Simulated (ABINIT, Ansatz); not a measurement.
Planning a run of ABINIT 10.8.3 on Sr2SiS4 (P2_1/m). The input:

```
acell 3*1.0 Angstrom
rprim 
  6.608739210500 0.000000000000 -0.000000000000
  0.000000000000 6.659542380000 0.000000000000
  -2.582748258700 0.000000000000 7.848229828000
ntypat 3
znucl 38 14 16
natom 14
typat 1 1 1 1 2 2 3 3 3 3 3 3 3 3
xred 
  0.283671200000 0.750000000000 0.951809120000
  0.716328800000 0.250000000000 0.048190880000
  0.224829900000 0.750000000000 0.429263770000
  0.775170100000 0.250000000000 0.570736230000
  0.721301030000 0.750000000000 0.796846200000
  0.278698970000 0.250000000000 0.203153800000
  0.886453430000 0.750000000000 0.061575940000
  0.113546570000 0.250000000000 0.938424060000
  0.916900480000 0.750000000000 0.635667980000
  0.083099520000 0.250000000000 0.364332020000
  0.510384140000 0.501966720000 0.737248200000
  0.489615860000 0.001966720000 0.262751800000
  0.489615860000 0.498033280000 0.262751800000
  0.510384140000 0.998033280000 0.737248200000
pp_dirpath "pseudos"
pseudos "Sr.upf, Si.upf, S.upf"
ecut 28
ngkpt 2 1 1
nshiftk 1
shiftk 0 0 0
kptopt 1
chksymbreak 0
istwfk *1
occopt 1
irdwfk 1
optdriver 4
nband 267
gwcalctyp 0
ecutsigx 28
symsigma 1
nkptgw 2
kptgw 
  0.0000000000 0.0000000000 0.0000000000
  0.5000000000 0.0000000000 0.0000000000
bdgw 
  47 50
  47 50
ecuteps 4.2
irdscr 1
ppmodel 1
indata_prefix "in"
outdata_prefix "out"
tmpdata_prefix "tmp"
```

```sh
OMP_NUM_THREADS=1 mpirun -n 16 abinit run.abi > log
```

Question: How long will it take on 16 MPI ranks of Arm Neoverse N1, shared host, and how much memory?

It took 27 s; on shared hardware allow 14 s to 55 s. Peak host memory was 5.1 GiB.

[Long decimals in the printed logs are rounded to 6 places.]

[Logs are printed without paths, hosts, clocks, repeated set-up lines and the standing remarks that a program may print on its own settings, such as how far it seeks lower states.]

[Paths, hosts, dates, memory and timing lines, banners, echoed tables and standing remarks are left out of the program output; an Ansatz launch command may be rebuilt from the run's recorded settings. Measured values are a selection of at most five: reports struck by readers or far from the other reports are left out. None is set beside runs whose start may be inverted or whose files or cutoffs have a known fault.]

[Runs of the session that timed out or met a known fault of the program may be left out.]

[Hosts, paths, dates, database ids (printed as entryN), source tags and the programs' standing remarks are cut or masked in the printed files.]

[G0W0 gaps are taken among the corrected bands and points alone; a level outside them can change the order at an edge.]

[Where Ansatz stands beside ABINIT at settings called matched, ABINIT's density can come from a denser mesh and the files from another edition; pairs whose starting gaps differed by over 0.03 eV were left out, so agreement reads better than it is.]
